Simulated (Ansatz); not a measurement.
# TiZnSe3 (model cell, started as cubic perovskite with Ti in the octahedra): from the cell to its phonons, part 2 of 2

Task: relax TiZnSe3 (model cell, started as cubic perovskite with Ti in the octahedra), then find its harmonic phonons.

Ansatz 0.2.0; DFT PBE, scalar-relativistic, plane waves, PAW; PAW set soft_1.

So far. Step 3 (Tight relaxation): The forces vanish by symmetry and the pressure is -0.004 GPa, within the tolerances set. The cell now holds 24.35 Å³/atom. The relaxed cell has a = 4.956 Å (conventional setting).

The structure was built from a prototype and need not be the compound's stable phase.

**4. Zone-centre response**

The zone centre comes first: it holds the modes that light can see, as far as symmetry allows. No field response is asked, since the mesh shows no gap.

input.yaml

```yaml
crystal:
  lattice:
    - [4.9563954824, 0.0, 0.0]
    - [0.0, 4.9563954824, 0.0]
    - [0.0, 0.0, 4.9563954824]
  atoms:
    - { symbol: Zn, position: [0.0, 0.0, 0.0] }
    - { symbol: Ti, position: [0.5, 0.5, 0.5] }
    - { symbol: Se, position: [0.5, 0.5, 0.0] }
    - { symbol: Se, position: [0.5, 0.0, 0.5] }
    - { symbol: Se, position: [0.0, 0.5, 0.5] }
kpoints:
  mp_grid: { grid: [8, 8, 8] }
hamiltonian:
  xc: pbe
  pseudopotentials: { kind: paw, azcp: { folder: soft_1 } }
scf:
  occupations: { method: methfessel_paxton, width: 0.2 }
output:
  eigenvalues: true
phonons:
  method: dfpt
```

On the command line:

```sh
$ ansatz run input.yaml --threads 4 --pin off --max-ram 16384MiB --backend cpu --events-out ev --progress --plain --runs-dir out
```

Numbers of over 12 decimals in the logs are rounded to 6 here.

Output:

```text
zone centre: on kpoints.mp_grid the ground state, and the responses unless they are solved on pairs of k-points, stand on 125 of the mesh's 512 k-points, reduced under 8 symmetry operations, with k and −k counted as one. Each operation leaves every solved displacement unchanged or reverses it
[...]
Crystal: 5 atoms, lattice volume = 121.758 Å³
Basis set: ecut = 420 eV, 2373 PW (Γ), exchange–correlation on 72×72×72 points (8 copies of the dense FFT grid, shifted against one another)
Bands: 44, of which v1, the nominal top of the filled ones, is band 36 counted from 1 (35 counted from 0)
Symmetry: 48 space group operations
k-points: 125 of 512 (irreducible under 8 space group operations)
[...]
SCF iter   1: F=—  HF=-22231.935849 eV  |F-HF|=—  |Δ(HF+E_count)|=         —  Δρ=1.76e-1  dr2=7.24e1  ethr=3.10e-3  ⟨swp⟩=6.0  Hψ=19416  notcnv=0
[...]
SCF iter  13: F=-22227.140831 eV  HF=-22227.140831 eV  |F-HF|=0.00e0  |Δ(HF+E_count)|=  7.28e-12  S|Δr|=    0.00e0  Δρ=2.53e-8  dr2=9.39e-13  ethr=1.00e-12  ⟨swp⟩=10.6  Hψ=26417  notcnv=0
SCF 1 converged in 13 iterations: F = -22227.140831 eV  dr2 = 9.39e-13
[...]
DFPT response loops at Γ: preconditioner auto → Kerker (q_TF=auto, 2.500 Å⁻¹) (partly filled bands, converged f_vac=0.022); β = 1.00, the filter's whole step (`scf.mixing.beta` (0.50) is not read by the response loops under this deck's `scf.mixing.preconditioner`; to damp them name `kerker` or `kerker_dos`, under which they read `scf.mixing.beta`, and type it under 1.00, their step now; both keys bind the ground state too); Broyden in place of MSR1
SCF converged after 13 iterations
[...]
Free energy (F): -22227.140831 eV
[...]
Internal energy: -22227.149335 eV  (E = F + TS)
E sigma→0 (E₀):  -22227.142957 eV
Entropy (-TS):   0.008504 eV (1.701 meV/atom)
Fermi energy:    6.944286 eV
[...]
--- Band table (eV; the first three rows and the last of 125) ---
  k-point 0: bands = [... 32 lower, 6.2209, 6.2209, 6.8977, 6.8977, 6.8977, 7.1940, 7.1940, 7.1940, ... 4 higher]
  k-point 1: bands = [... 32 lower, 5.9228, 6.1428, 6.6703, 6.7259, 6.7259, 7.1982, 7.6822, 7.6822, ... 4 higher]
  k-point 2: bands = [... 32 lower, 5.3499, 5.9681, 6.7213, 6.7213, 6.9674, 7.2086, 8.2763, 8.2763, ... 4 higher]
  k-point 124: bands = [... 32 lower, 3.7473, 5.2714, 7.7060, 7.7060, 7.7060, 8.7582, 8.7582, 8.7582, ... 4 higher]
--- Phonons (Γ-DFPT): 4 representative perturbations + reference, on 125 of 512 k-points (Σ response iterations 13) ---
  k mesh reduced under 8 symmetry operations, with k and −k counted as one. Each operation leaves every solved displacement unchanged or reverses it
  ASR residual: 2.209e-5 → 0.000e0 eV/Å²; symmetrization residual: 1.684e-5 eV/Å²
  ASR residual per site (eV/Å²): 2.28e-6 1.90e-5 2.21e-5 2.21e-5 2.21e-5
  Γ frequencies (cm⁻¹): -143.82 -143.82 -143.82 -76.84 -76.84 -76.84 -60.41 -60.41 -60.41 0.00 0.00 0.00 194.58 194.58 194.58
  non-analytic LO–TO correction: not included (Born effective charges unavailable; polar crystals: no LO–TO splitting at Γ)
```

Run time: 1.8 min. Hardware: 4 threads of Arm Neoverse V1, shared host; peak memory 2.4 GiB.

The column dr2 measures how far the density is from self-consistency, as an energy; F and HF (Harris–Foulkes) agree once it is small.

This step gave:

* sum-rule residual before enforcement: 2.21e-5 eV/Å²
* point group: m-3m
* highest optical mode at the zone centre (no LO-TO term): 194.6 cm⁻¹
* lowest optical zone-centre mode: -143.8 cm⁻¹

Patterns of degenerate modes are one choice out of their space. The modes at Γ (shares of kinetic energy by element, %) (negative means imaginary):

```csv
mode,frequency (cm⁻¹),symmetry,Zn %,Ti %,Se %
1,-143.8,T1u,5,62,33
2,-143.8,T1u,5,62,33
3,-143.8,T1u,5,62,33
4,-76.8,T2u,0,0,100
5,-76.8,T2u,0,0,100
6,-76.8,T2u,0,0,100
7,-60.4,T1u,76,14,10
8,-60.4,T1u,76,14,10
9,-60.4,T1u,76,14,10
10,0.0,acoustic,19,14,68
11,0.0,acoustic,19,14,68
12,0.0,acoustic,19,14,68
13,194.6,T1u,0,11,89
14,194.6,T1u,0,11,89
15,194.6,T1u,0,11,89
```

Displacements in mode 3 (-143.8 cm⁻¹), the largest set to 1:
```
Zn1  0.00  0.00  0.24
Ti2  0.00 -0.02  1.00
Se3  0.00  0.01  0.01
Se4  0.00  0.00 -0.41
Se5  0.00  0.01 -0.41
```

Displacements in mode 15 (194.6 cm⁻¹), the largest set to 1:
```
Zn1  0.00  0.00  0.04
Ti2  0.00 -0.05 -0.51
Se3  0.00 -0.03  1.00
Se4  0.00  0.09 -0.36
Se5  0.00 -0.03 -0.36
```

Before it was imposed, the acoustic sum rule was missed by 2.2e-5 eV/Å². Small misses are needed for a sound result but don't prove that mesh and cutoff are converged. The lowest optical mode is imaginary, 143.8i cm⁻¹, so the energy falls along it.

**5. Phonons on a q mesh**

Stability and thermal properties need the whole zone. Linear response on a 2×2×2 q mesh gives force constants as far as a supercell of that size would.

Edit input.yaml of step 4 so:

```diff
@@ -22 +22,8 @@
   method: dfpt
+  qmesh: [2, 2, 2]
+  temperatures: { t_max: 1000, t_step: 50 }
+  qpath:
+    path:
+      - [[0.0, 0.0, 0.0], [0.0, 0.5, 0.0], [0.5, 0.5, 0.0], [0.0, 0.0, 0.0], [0.5, 0.5, 0.5], [0.0, 0.5, 0.0]]
+      - [[0.5, 0.5, 0.5], [0.5, 0.5, 0.0]]
+    npoints: 10
```

Output:

```text
[...]
Crystal: 5 atoms, lattice volume = 121.758 Å³
Basis set: ecut = 420 eV, 2373 PW (Γ), exchange–correlation on 72×72×72 points (8 copies of the dense FFT grid, shifted against one another)
Bands: 44, of which v1, the nominal top of the filled ones, is band 36 counted from 1 (35 counted from 0)
Symmetry: 48 space group operations
k-points: 35 of 512
[...]
SCF iter   1: F=—  HF=-22231.935844 eV  |F-HF|=—  |Δ(HF+E_count)|=         —  Δρ=1.76e-1  dr2=7.24e1  ethr=3.10e-3  ⟨swp⟩=5.9  Hψ=5405  notcnv=0
[...]
SCF iter  13: F=-22227.140831 eV  HF=-22227.140831 eV  |F-HF|=0.00e0  |Δ(HF+E_count)|=  3.64e-12  S|Δr|=    0.00e0  Δρ=2.53e-8  dr2=9.39e-13  ethr=1.00e-12  ⟨swp⟩=10.5  Hψ=7377  notcnv=0
SCF 1 converged in 13 iterations: F = -22227.140831 eV  dr2 = 9.39e-13
[...]
SCF iter   1: F=—  HF=-22227.140833 eV  |F-HF|=—  |Δ(HF+E_count)|=         —  Δρ=2.98e-7  dr2=1.69e-10  ethr=8.78e-8  ⟨swp⟩=3.0  Hψ=9462  notcnv=0
eigensolver tolerance schedule: the retry pair's looser diagonalisation over-reported the residual by 374626.69 of it (diagonalisation noise at an unbounded share of the residual, at the tolerance the schedule requests for it); recorded, not acted on — ethr = c·dr2/N_el stays at c = 1.0e-1
[...]
SCF iter   2: F=—  HF=-22227.140831 eV  |F-HF|=—  |Δ(HF+E_count)|=   1.53e-6  S|Δr|=    0.00e0  Δρ=4.26e-7  dr2=2.15e-10  ethr=1.00e-12  ⟨swp⟩=3.2  Hψ=3933  notcnv=0
[...]
SCF iter   5: F=-22227.140831 eV  HF=-22227.140831 eV  |F-HF|=1.09e-11  |Δ(HF+E_count)|=  7.28e-12  S|Δr|=    0.00e0  Δρ=7.04e-8  dr2=9.39e-12  ethr=1.00e-12  ⟨swp⟩=2.1  Hψ=3588  notcnv=0
SCF 2 converged in 5 iterations: F = -22227.140831 eV  dr2 = 9.39e-12
[...]
phonons: the bands overlap, so this run is a metal and interpolates without the dipole-dipole term. If the crystal is really an insulator or semiconductor, its LO-TO splitting is missing
NSCF: frozen V_eff on 35 k-points
[...]
DFPT response loops at q = (0, 0, 0) (fractional): preconditioner auto → Kerker (q_TF=auto, 2.500 Å⁻¹) (partly filled bands, converged f_vac=0.022); β = 1.00, the filter's whole step (`scf.mixing.beta` (0.50) is not read by the response loops under this deck's `scf.mixing.preconditioner`; to damp them name `kerker` or `kerker_dos`, under which they read `scf.mixing.beta`, and type it under 1.00, their step now; both keys bind the ground state too); Broyden in place of MSR1
[...]
SCF converged after 13 iterations
[...]
Free energy (F): -22227.140831 eV
[...]
Internal energy: -22227.149335 eV  (E = F + TS)
E sigma→0 (E₀):  -22227.142957 eV
Entropy (-TS):   0.008504 eV (1.701 meV/atom)
Fermi energy:    6.944286 eV
[...]
--- Band table (eV; the first three rows and the last of 35) ---
  k-point 0: bands = [... 32 lower, 6.2209, 6.2209, 6.8977, 6.8977, 6.8977, 7.1940, 7.1940, 7.1940, ... 4 higher]
  k-point 1: bands = [... 32 lower, 5.9228, 6.1428, 6.6703, 6.7259, 6.7259, 7.1982, 7.6822, 7.6822, ... 4 higher]
  k-point 2: bands = [... 32 lower, 5.3499, 5.9681, 6.7213, 6.7213, 6.9674, 7.2086, 8.2763, 8.2763, ... 4 higher]
  k-point 34: bands = [... 32 lower, 3.7473, 5.2714, 7.7060, 7.7060, 7.7060, 8.7582, 8.7582, 8.7582, ... 4 higher]
--- Phonons (Γ-DFPT): 4 representative perturbations + reference (Σ response iterations 13) ---
  ASR residual: 2.326e-5 → 0.000e0 eV/Å²; symmetrization residual: 1.623e-5 eV/Å²
  ASR residual per site (eV/Å²): 4.73e-6 1.45e-5 2.33e-5 2.33e-5 2.33e-5
[...]
--- Phonons (arbitrary-q DFPT): 4 irreducible q on the 2×2×2 mesh ---
  q = [0.0000, 0.0000, 0.0000] (star 1, of the zone-centre solve; hermiticity 4.23e-6, symmetrization 5.53e-12): -143.82 -143.82 -143.82 -76.84 -76.84 -76.84 -60.41 -60.41 -60.41 0.00 0.00 0.00 194.58 194.58 194.58
  q = [0.0000, 0.0000, -0.5000] (star 3, 9 solved perturbations in 975 linear systems a pass and spin channel, the states on 125 of 512 k-point pairs; hermiticity 2.19e-6, symmetrization 5.07e-12): -105.39 -105.39 -84.93 -64.97 -64.97 -57.70 -35.39 -35.39 -14.20 42.49 42.49 204.43 204.43 205.10 213.71
[...]
sum rule: each row above includes the acoustic sum rule's correction from the zone centre's row sums; it moved no ω² by more than (0.29 cm⁻¹)²
  mesh force constants: q→R imaginary residual 3.55e-18; ASR residual 2.326e-5 → 0.000e0 eV/Å²; symmetrization residual 1.243e-14 eV/Å²
  interpolated dispersion: 62 rows × 15 modes
  density of states and harmonic sums: on the 14×14×14 q-mesh, interpolated from the force constants of a 2×2×2 supercell (no non-analytic term)
  largest difference from the sums on the solved wave vectors: F 2.56e-1 eV, S 3.54e-4 and C_V 1.01e-4 eV/K
  zero-point energy: 0.068135 eV/cell   skipped modes (ω ≤ 0): 870, of them read as no rigid motion or as one in doubt: 867 (7.101e0 modes/cell left out, lowest -143.82 cm⁻¹)   left out of the sums: 4.73e-1 of the cell's modes: C_V's classical limit lies that fraction below 3 k_B per atom; for a crystal, a wire or a layer, F and S can be off by more, and a phonons.interpolated_qmesh denser along its periods is the remedy for the sampling
```

It took 8.1 min on 4 threads; peak memory 1.9 GiB.

This step gave:

| Item | Value |
| --- | --- |
| sum-rule residual before enforcement | 2.33e-5 eV/Å² |
| lowest frequency on the path | -143.8 cm⁻¹ |
| highest frequency on the path or at a solved wavevector | 251.7 cm⁻¹ |
| lowest mode on the q mesh (acoustic modes at Γ apart) | -143.8 cm⁻¹ |

Frequencies (cm⁻¹) solved at each irreducible wavevector; negative means imaginary. Frequencies by wavevector, by row:

```csv
q in reciprocal lattice units,star,mode 1,mode 2,mode 3,mode 4,mode 13,mode 14,mode 15
0 0 0,1,-143.8,-143.8,-143.8,-76.8,194.6,194.6,194.6
0 0 -0.5,3,-105.4,-105.4,-84.9,-65,204.4,205.1,213.7
0 -0.5 -0.5,3,-108,-80.5,-80.5,-67.5,196.2,222.2,232.1
-0.5 -0.5 -0.5,1,-113.6,-113.6,-113.6,-60.9,198.4,198.4,251.7
```

Interpolated from a 2×2×2 q mesh. Phonon branches along the path, in cm⁻¹:

```csv
point,branch 1,branch 2,branch 3,branch 4,branch 12,branch 13,branch 14,branch 15
Γ,-144,-144,-144,-77,0,195,195,195
halfway,-124,-124,-81,-78,124,199,199,202
X,-105,-105,-85,-65,204,204,205,214
halfway,-96,-80,-77,-76,196,205,213,223
M,-108,-80,-80,-68,196,196,222,232
halfway,-100,-91,-84,-70,125,198,205,215
Γ,-144,-144,-144,-77,0,195,195,195
halfway,-91,-87,-87,-67,128,205,205,228
R,-114,-114,-114,-61,186,198,198,252
halfway,-99,-90,-86,-72,198,200,212,237
X,-105,-105,-85,-65,204,204,205,214
jump to R,-114,-114,-114,-61,186,198,198,252
halfway,-111,-96,-96,-68,191,193,215,245
M,-108,-80,-80,-68,196,196,222,232
```

Tetrahedra on a 14×14×14 mesh, mean over bins of 5 cm-1. Interpolated from a 2×2×2 q mesh. The phonon density of states by wavenumber; read off at these points:

```csv
wavenumber (cm⁻¹),phonon density of states (1/cm⁻¹/cell)
-142,6.1e-4
-128,0.00563
-118,0.00859
-102,0.0629
-88,0.0884
-82,0.152
-72,0.0991
-68,0.211
-62,0.169
-48,0.0330
-32,0.0288
-18,0.0107
-8,0.00914
8,0.0107
22,0.0199
32,0.0271
48,0.0398
62,0.0405
78,0.0425
88,0.0493
102,0.0126
118,0.0108
128,0.0115
142,0.0146
158,0.0152
172,0.0195
182,0.0255
198,0.101
202,0.159
212,0.0879
228,0.0285
238,0.0196
252,0.00143
```

The partial phonon density of states has structure finer than the step of the table below, so its rows give means over 10 cm⁻¹, whole bins alone (the curve runs from -154 to 269 cm⁻¹). Peaks (cm⁻¹: height): Se -84.7: 0.0916, -34.3: 0.0277, 53.4: 0.0374, 82.6: 0.0524, 202.2: 0.0877; Ti -95.4: 0.00839, 80.0: 0.0306, 130.5: 0.0260, 202.2: 0.0497; Zn -66.1: 0.163.

Phonopy on the run's constants, 11x11x11 mesh, Gaussian sigma 3.0 cm-1. Interpolated from a 2×2×2 q mesh. Partial phonon density of states against wavenumber; means over each step; values in 1/cm⁻¹/cell:

```csv
wavenumber (cm⁻¹),Se,Ti,Zn
-140,6.5e-4,0.00113,9.6e-5
-130,0.00201,0.00288,3.6e-4
-120,0.00475,0.00459,7.2e-4
-110,0.0274,0.00564,0.00107
-100,0.0552,0.00713,0.00319
-90,0.0733,0.00658,0.0116
-80,0.0640,0.00475,0.0375
-70,0.0368,0.00405,0.106
-60,0.0313,0.00439,0.0849
-50,0.0216,0.00363,0.0188
-40,0.0216,0.00384,0.0121
-30,0.0199,0.00451,0.00705
-20,0.00853,0.00376,0.00135
-10,0.00168,0.00129,2.3e-4
0,0.00212,0.00105,2.0e-4
10,0.00833,0.00196,0.00123
20,0.0135,0.00301,0.00143
30,0.0227,0.00319,0.00186
40,0.0285,0.00346,0.00187
50,0.0333,0.00137,0.00188
60,0.0264,9.9e-4,0.00101
70,0.0345,0.00630,0.00100
80,0.0483,0.0236,0.00157
90,0.0365,0.00432,6.1e-4
100,0.00810,4.3e-5,9.8e-5
110,9.6e-5,5.7e-5,1.1e-6
120,0.00311,0.00642,1.0e-4
130,0.00879,0.0227,7.3e-4
140,0.00257,0.00969,1.7e-4
150,7.0e-4,0.00133,6.8e-6
160,0.00638,0.0112,2.1e-4
170,0.00648,0.0168,2.9e-4
180,0.00669,0.0148,1.3e-4
190,0.0189,0.0229,2.7e-4
200,0.0751,0.0408,3.4e-4
210,0.0610,0.0301,8.5e-5
220,0.0331,0.00970,1.0e-5
230,0.0241,0.00339,1.0e-5
240,0.0158,0.00189,5.8e-6
250,0.00602,4.6e-4,0
260,1.9e-4,7.1e-6,0
```

Symmetry leaves 4 wavevectors to solve. The lowest mode among them, the acoustic zeros apart, lies at Γ and is imaginary, 143.8i cm⁻¹, so the energy falls along it.

**6. Outcome**

```yaml
space_group_after_relaxation_within_0p01_a: Pm-3m
volume_per_atom: 24.4 Å³
electronic_character: no gap on this mesh
highest_optical_mode_at_the_zone_centre_no_lo_to_term: 195 cm⁻¹
lowest_optical_zone_centre_mode: -144 cm⁻¹
lowest_mode_on_the_q_mesh_acoustic_modes_at_gamma_apart: -144 cm⁻¹
highest_frequency_on_the_path_or_at_a_solved_wavevector: 252 cm⁻¹
imaginary_modes_on_the_2x2x2_q_mesh: yes
```

In words: Modes are clearly imaginary (beyond 10i cm⁻¹) at 4 of the 4 irreducible wavevectors, most at Γ (143.8i cm⁻¹), so this structure is not a minimum of the energy. The optical modes at Γ span -144 to 195 cm⁻¹ (negative means imaginary). The highest mode in this list at Γ, 194.6 cm⁻¹, is mostly motion of Se (89 % of the kinetic energy). With no gap, or one that is small against the smearing, the frequencies hang on the k mesh and the smearing, most of all near Kohn anomalies. The starting cell was built on a prototype and not taken from a measurement, so the phase need not exist. These are harmonic frequencies at zero temperature: anharmonic shifts, linewidths and thermal expansion are left out.

[Logs are printed without paths, hosts, clocks, repeated set-up lines and the standing remarks that a program may print on its own settings, such as how far it seeks lower states.]

[Hosts, paths, dates, database ids (printed as entryN), source tags and the programs' standing remarks are cut or masked in the printed files.]
